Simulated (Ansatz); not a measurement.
# Phonons of HfGeB in the AlB2 type, part 3 of 3

The plan: relax HfGeB in the AlB2 type, check its phonons, and, if the lattice is stable, compute its Eliashberg function and ρ(T).

Ansatz 0.2.0; DFT LDA, scalar-relativistic, plane waves, PAW; PAW set soft_1.

So far, highest frequency, solved or plainly interpolated (cm⁻¹): step 5 (phonons: q 2×2×2, k 6×6×4) 600; step 6 (k-mesh 9×9×6, q mesh 3×3×2) 591. Also lowest on path (cm⁻¹): step 5 -129; step 6 -132. The relaxed cell has a = 3.545, c = 3.609 Å (conventional setting).

The structure was built from a prototype and need not be the compound's stable phase.

**7. Phonons: Fermi–Dirac smearing of 0.3 eV**

The phonons are repeated on the same meshes with a wide Fermi–Dirac smearing, to see whether the soft mode comes from sharp features of the Fermi surface.

input.yaml

```yaml
crystal:
  lattice:
    - [3.544836966, 0.0, 0.0]
    - [-1.772418483, 3.0699188648, 0.0]
    - [0.0, 0.0, 3.6091622156]
  atoms:
    - { symbol: Hf, position: [0.0, 0.0, 0.0] }
    - { symbol: B, position: [0.3333333333, 0.6666666667, 0.5] }
    - { symbol: Ge, position: [0.6666666667, 0.3333333333, 0.5] }
kpoints:
  mp_grid: { grid: [9, 9, 6] }
hamiltonian:
  xc: lda
  pseudopotentials: { kind: paw, azcp: { folder: soft_1 }, xc_functional: pbe }
scf:
  occupations: { method: fermi_dirac, width: 0.3 }
output:
  eigenvalues: true
phonons:
  method: dfpt
  qmesh: [3, 3, 2]
  temperatures: { t_max: 1000, t_step: 50 }
  qpath:
    path:
      - [[0.0, 0.0, 0.0], [0.5, 0.0, 0.0], [0.33333333, 0.33333333, 0.0], [0.0, 0.0, 0.0], [0.0, 0.0, 0.5], [0.5, 0.0, 0.5], [0.33333333, 0.33333333, 0.5], [0.0, 0.0, 0.5]]
      - [[0.5, 0.0, 0.5], [0.5, 0.0, 0.0]]
      - [[0.33333333, 0.33333333, 0.5], [0.33333333, 0.33333333, 0.0]]
    npoints: 10
```

Command:

```console
$ ansatz run input.yaml --threads 4 --pin off --max-ram 12288MiB --backend cpu --events-out ev --progress --plain --runs-dir out
```

Numbers of over 12 decimals in the logs are rounded to 6 here.

The program printed:

```text
band count auto-derived: 28 (N_el = 43.0; filled up to band 22; 26 by the electrons, moments and atoms)
[...]
Crystal: 3 atoms, lattice volume = 39.276 Å³
Basis set: ecut = 420 eV, 763 PW (Γ), exchange–correlation on 48×48×50 points (8 copies of the dense FFT grid, shifted against one another)
Bands: 28, of which v1, the nominal top of the filled ones, is band 22 counted from 1 (21 counted from 0)
Symmetry: 12 space group operations
k-points: 48 of 486 (time reversal used)
[...]
SCF iter   1: F=—  HF=-19844.201527 eV  |F-HF|=—  |Δ(HF+E_count)|=         —  Δρ=5.68e-2  dr2=1.59e0  ethr=3.10e-3  ⟨swp⟩=4.4  Hψ=4842  notcnv=0
[...]
SCF iter  13: F=-19843.619167 eV  HF=-19843.619167 eV  |F-HF|=7.28e-12  |Δ(HF+E_count)|=    0.00e0  Δρ=5.62e-8  dr2=1.03e-12  ethr=1.00e-12  ⟨swp⟩=5.8  Hψ=6189  notcnv=0
SCF 1 converged in 13 iterations: F = -19843.619167 eV  dr2 = 1.03e-12
[...]
SCF converged after 13 iterations
Free energy (F): -19843.619167 eV
[...]
Internal energy: -19843.258987 eV  (E = F + TS)
E sigma→0 (E₀):  -19843.439077 eV
Entropy (-TS):   -0.360180 eV (-120.060 meV/atom)
Fermi energy:    18.677169 eV
[...]
--- Band table (eV; the first three rows and the last of 48) ---
  k-point 0: bands = [... 18 lower, 14.5552, 15.4460, 15.5196, 19.3661, 20.4337, 20.4337, 20.7373, 20.7373, ... 2 higher]
  k-point 1: bands = [... 18 lower, 14.8263, 14.8263, 17.4003, 18.7149, 18.7149, 19.5804, 21.0480, 21.0480, ... 2 higher]
  k-point 2: bands = [... 18 lower, 15.5633, 15.5633, 17.5067, 17.5067, 19.2382, 19.4285, 19.4285, 20.2172, ... 2 higher]
  k-point 47: bands = [... 18 lower, 12.2885, 14.1369, 14.6842, 20.0208, 21.7814, 21.9478, 22.3213, 22.9787, ... 2 higher]
[...]
ASR residual: 2.252e-3 → 0.000e0 eV/Å²; symmetrization residual: 1.852e-6 eV/Å²
  ASR residual per site (eV/Å²): 2.25e-3 2.26e-4 6.91e-5
  Γ frequencies (cm⁻¹): -133.38 0.00 0.00 0.00 156.22 156.22 237.69 577.10 577.10
--- Phonons (arbitrary-q DFPT): 6 irreducible q on the 3×3×2 mesh ---
[...]
interpolated dispersion: 93 rows × 9 modes
[...]
```

It took 2.9 min on 4 threads of Arm Neoverse V2, shared host; peak memory 0.89 GiB.

Numbers from this step:

- share of imaginary modes in the plain interpolation between solved wavevectors: 0.0383
- highest frequency, solved or plainly interpolated: 597.6 cm⁻¹

Solved on the 3×3×2 mesh alone; all other wavevectors are interpolated. The phonon branches at the labelled points (cm⁻¹):

```
    point  branch 1  branch 2  branch 3  branch 4  branch 5  branch 6  branch 7  branch 8  branch 9
        Γ      -133         0         0         0       156       156       238       577       577
  halfway       -70        22        75        84       169       216       226       562       579
        M       -66        34       101       134       185       198       264       555       584
  halfway       -60        57       101       121       164       189       276       560       587
        K       -64        79       102       116       144       178       285       565       588
  halfway       -49        35        75        86       166       221       234       560       580
        Γ      -133         0         0         0       156       156       238       577       577
  halfway        30        45        45        91       159       159       240       570       570
        A        53        53        86       144       165       165       258       563       563
  halfway        56        66        76       146       178       218       241       572       573
        L        73        76        88       133       222       242       282       562       574
  halfway        39        63        98       175       228       259       275       534       591
        H       -11        56       103       207       232       269       278       516       598
  halfway        52        55        83       161       191       222       240       561       583
        A        53        53        86       144       165       165       258       563       563
jump to L        73        76        88       133       222       242       282       562       574
  halfway        52        58       104       165       181       211       274       558       579
        M       -66        34       101       134       185       198       264       555       584
jump to H       -11        56       103       207       232       269       278       516       598
  halfway        67        74        90       184       192       210       277       541       593
        K       -64        79       102       116       144       178       285       565       588
```

The phonon branches as a text plot (rows in cm⁻¹):

```
    582 |***********************    **************** ************
    552 |  **************       ****   ****    ************   ***
    521 |                                  ****            ***
    491 |
    461 |
    430 |
    400 |
    369 |
    339 |
    308 |
    278 |       *******                ********      ************
    247 |**  ***       * ******************    *******
    217 |  ****        **            * ***********   ***** ***
    186 |  * **********  **        ****    *  ** ***   ****  ****
    156 |****    **********************   *     ***** ****    ***
    125 |     *******          **      ***           *    *    **
     95 |   ************         **   ***********   *************
     65 |  **    ****** ***   ***************************  ****
     34 |** *****      ** ** ***          **  ***       *** *
      4 |***             ****               **             *
    -27 |             **
    -57 |   **********        *                           *     *
    -88 |  *            **
   -118 |**               ****
         Γ     M    K       Γ     A      L   H      A|L   M|H   K
```

Among the solved wavevectors the lowest mode, translations apart, is -133 cm⁻¹, imaginary.

**8. Outcome**

```
phonon run of the rows without a label of their own : LDA, q 3×3×2, k 9×9×6
softest mode on the q mesh                          : -132 cm⁻¹ at q = (0, 0, 0)
highest frequency, solved or plainly interpolated   : 591 cm⁻¹
```

What this shows: The lattice is dynamically unstable at this level: a mode at q = (0, 0, 0) is imaginary, 132i cm⁻¹, so no harmonic coupling constant or resistivity is defined for this structure. These meshes are coarse, and single modes of a metal can move by tens of cm⁻¹ with the k mesh. The coarser mesh found an imaginary mode at another wavevector, which this mesh lacks. Spin–orbit coupling, left out here, matters for Hf. The phonon runs are not spin-polarised. The PAW files were made for PBE; under other functionals the run regenerates their frozen core. The structure was built by hand as an ordered model, and its stability against other phases was not tested.

[Logs are printed without paths, hosts, clocks, repeated set-up lines and the standing remarks that a program may print on its own settings, such as how far it seeks lower states.]

[Hosts, paths, dates, database ids (printed as entryN), source tags and the programs' standing remarks are cut or masked in the printed files.]
